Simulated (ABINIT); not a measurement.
An input for ABINIT 10.8.3 (Ca2FeH6 (Fm-3m)):

```
acell 3*1.0 Angstrom
rprim 
  0.000000000000 3.496077550000 3.496077550000
  3.496077550000 0.000000000000 3.496077550000
  3.496077550000 3.496077550000 0.000000000000
ntypat 3
znucl 20 26 1
natom 9
typat 1 1 2 3 3 3 3 3 3
xred 
  0.250000000000 0.250000000000 0.250000000000
  0.750000000000 0.750000000000 0.750000000000
  0.000000000000 0.000000000000 0.000000000000
  0.771967350000 0.228032650000 0.228032650000
  0.228032650000 0.771967350000 0.771967350000
  0.228032650000 0.771967350000 0.228032650000
  0.771967350000 0.228032650000 0.771967350000
  0.228032650000 0.228032650000 0.771967350000
  0.771967350000 0.771967350000 0.228032650000
pp_dirpath "pseudos"
pseudos "Ca.upf, Fe.upf, H.upf"
ecut 39
ngkpt 6 6 6
nshiftk 1
shiftk 0 0 0
kptopt 1
chksymbreak 0
nband 29
occopt 1
tolvrs 1e-10
nstep 60
prtwf 0
optforces 0
optstress 0
indata_prefix "in"
outdata_prefix "out"
tmpdata_prefix "tmp"
```

```sh
OMP_NUM_THREADS=1 mpirun -n 4 abinit run.abi > log
```

Question: Estimate wall time and host memory on 4 MPI ranks of Arm Neoverse V2, shared host.

It took 44 s; on shared hardware allow 22 s to 88 s. Peak host memory was 0.43 GiB.

[Paths, hosts, dates, memory and timing lines, banners, echoed tables and standing remarks are left out of the program output.]

[Logs are printed without paths, hosts, clocks, repeated set-up lines and the standing remarks that a program may print on its own settings, such as how far it seeks lower states.]

[Runs of the session that timed out or met a known fault of the program may be left out.]

[Hosts, paths, dates, database ids (printed as entryN), source tags and the programs' standing remarks are cut or masked in the printed files.]

[G0W0 gaps are taken among the corrected bands and points alone; a level outside them can change the order at an edge.]

[Where Ansatz stands beside ABINIT at settings called matched, ABINIT's density can come from a denser mesh and the files from another edition; pairs whose starting gaps differed by over 0.03 eV were left out, so agreement reads better than it is.]
